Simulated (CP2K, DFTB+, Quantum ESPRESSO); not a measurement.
**How far do other methods lie from plane waves? H-BN/1T-TaS2 heterobilayer (59 atoms)**

Aim: forces of h-BN/1T-TaS2 heterobilayer (59 atoms) at one geometry, from other programs and methods, against plane-wave PBE.

Results are calculated, not measured.

**1. The structure**

The cell holds 59 atoms (16 B, 16 N, 9 Ta and 18 S), with edges of 10.05, 10.05 and 18.37 Å. Recipe: 16 cells of h-BN (a = 2.504 Å, strained +0.32 %) and 9 cells of 1T-TaS2 (a = 3.36 Å, -0.32 %) on one hexagonal cell, twist 0.00 deg; facing planes 3.31 Å apart; 12 Å of vacuum; displaced by a Gaussian of 0.01 Å. Then every atom was moved at random, 0.03 Å r.m.s. a Cartesian component.

**2. The reference input**

Quantum ESPRESSO 7.5: Kohn-Sham DFT, PBE, SSSP efficiency 1.3.0 pseudopotentials, plane waves. Its input, pw.in:

```
&control
  calculation = 'scf'
  pseudo_dir = './pseudo'
  outdir = './tmp'
  disk_io = 'none'
  tprnfor = .true.
/
&system
  ibrav = 0
  nat = 59
  ntyp = 4
  ecutwfc = 60
  ecutrho = 480
  nosym = .true.
  occupations = 'smearing'
  smearing = 'fd'
  degauss = 0.003675
/
&electrons
  conv_thr = 2.9e-07
  electron_maxstep = 100
  mixing_beta = 0.2
  mixing_mode = 'local-TF'
  diagonalization = 'david'
/
ATOMIC_SPECIES
B 10.810 B.upf
N 14.007 N.upf
Ta 180.948 Ta.upf
S 32.060 S.upf
CELL_PARAMETERS angstrom
10.04800 0.00000 0.00000
-5.02400 8.70182 0.00000
0.00000 0.00000 18.37000
ATOMIC_POSITIONS crystal
B 0.08649 0.17005 0.32385
N 0.16623 0.08102 0.33108
B 0.07961 0.41723 0.32469
N 0.15963 0.33612 0.32344
[... 53 atom lines left out ...]
S 0.45567 0.07237 0.50803
S 0.56740 0.96316 0.67175
K_POINTS gamma
```

```console
$ OMP_NUM_THREADS=1 mpirun -np 4 pw.x -in pw.in > output.txt
```

Elapsed: 7.9 min, on 4 MPI ranks of Arm Neoverse V1, shared host; peak memory 6.8 GiB; 32 min of CPU time.

It converged with an r.m.s. force component of 1.2 eV/Å.

**3. The other programs**

- CP2K 2026.2: Gaussian basis with GTH pseudopotentials and a plane-wave density; labels give functional, basis (MOLOPT sets; SR short-range, UZH the newer set with its own potentials), grid cutoff/relative cutoff and solver (OT: orbital transformation; TRS4, TC2, SIGN: linear-scaling purification with its sparsity filter), or its built-in tight binding.
- DFTB+ 25.1: tight binding, with Slater–Koster sets (DFTB) or xTB through its tblite library.

All use the same cell and atoms, and the electronic-structure runs the same k-mesh.

**4. Side by side**

Differences are against the reference: forces as r.m.s. over components, share as that over the reference's r.m.s. force, slope as the fitted ratio of a run's forces to the reference's.

```tsv
run	Δ force, r.m.s. (meV/Å)	share (%)	slope	cores	CPU time	memory (GiB)
reference	-	-	-	4	32 min	6.8
CP2K PBE, DZVP-MOLOPT-SR, 600/50 Ry, diagonalisation	73.1	5.94	1.013	2	7.4 min	4.5
CP2K PBE, DZVP-UZH, 600/50 Ry, diagonalisation	57.4	4.66	1.013	4	8.6 min	5.8
CP2K PBE, TZVP-MOLOPT (SR for B, Ta), 600/50 Ry, diagonalisation	74.2	6.03	0.999	4	18 min	6.1
DFTB+ GFN1-xTB	208	16.9	0.882	1	3.8 s	0.26
```

Runs without a result: CP2K GFN1-xTB, diagonalisation (not converged); DFTB+ GFN2-xTB (not converged).

CPU time is summed over cores on shared hosts, of unlike kinds, so it is rough.

**5. What came out**

Forces lie from 4.7 % (CP2K PBE, DZVP-UZH, 600/50 Ry, diagonalisation) to 17 % (DFTB+ GFN1-xTB) of the reference's r.m.s. force of 1.2 eV/Å away from it. The PBE runs in local orbitals differ by 4.7 % (CP2K PBE, DZVP-UZH, 600/50 Ry, diagonalisation) to 6.0 % (CP2K PBE, TZVP-MOLOPT (SR for B, Ta), 600/50 Ry, diagonalisation); basis, grid and potentials can all enter. Tight binding differs by 17 % (DFTB+ GFN1-xTB); it is another model, with fitted parameters of its own, and the xTB methods hold dispersion.

Caveats: Periodic xTB results under one method name differ between programs and library versions (DFTB+ here holds tblite 0.3). The electron count is odd in these runs, and they have no spin polarisation, so the unpaired electron is spread evenly over both spins. The reference's PBE has no dispersion term, which matters for the binding between molecules or layers. The electron count is odd and the run has no spin polarisation, so levels at the top are partly filled by construction. The electronic-structure runs sample only Γ, in a cell whose shortest periodic width is 9 Å, which is coarse for a cell with partly filled levels. Spin–orbit coupling is left out, which matters for the levels of the heavy elements. The slab repeats along its normal with no dipole correction. Where levels are smeared, the DFT runs use Fermi–Dirac occupations at 580 K (0.05 eV), and energies are free energies. The atoms were displaced at random, and shares hang on the size of the forces that this gives. The reference's cutoffs and mesh weren't converged further here.

[Logs are printed without paths, hosts, clocks, repeated set-up lines and the standing remarks that a program may print on its own settings, such as how far it seeks lower states.]

[Hosts, paths, dates, database ids (printed as entryN), source tags and the programs' standing remarks are cut or masked in the printed files.]

[Cells were taken only where this reference lay near another plane-wave run.]
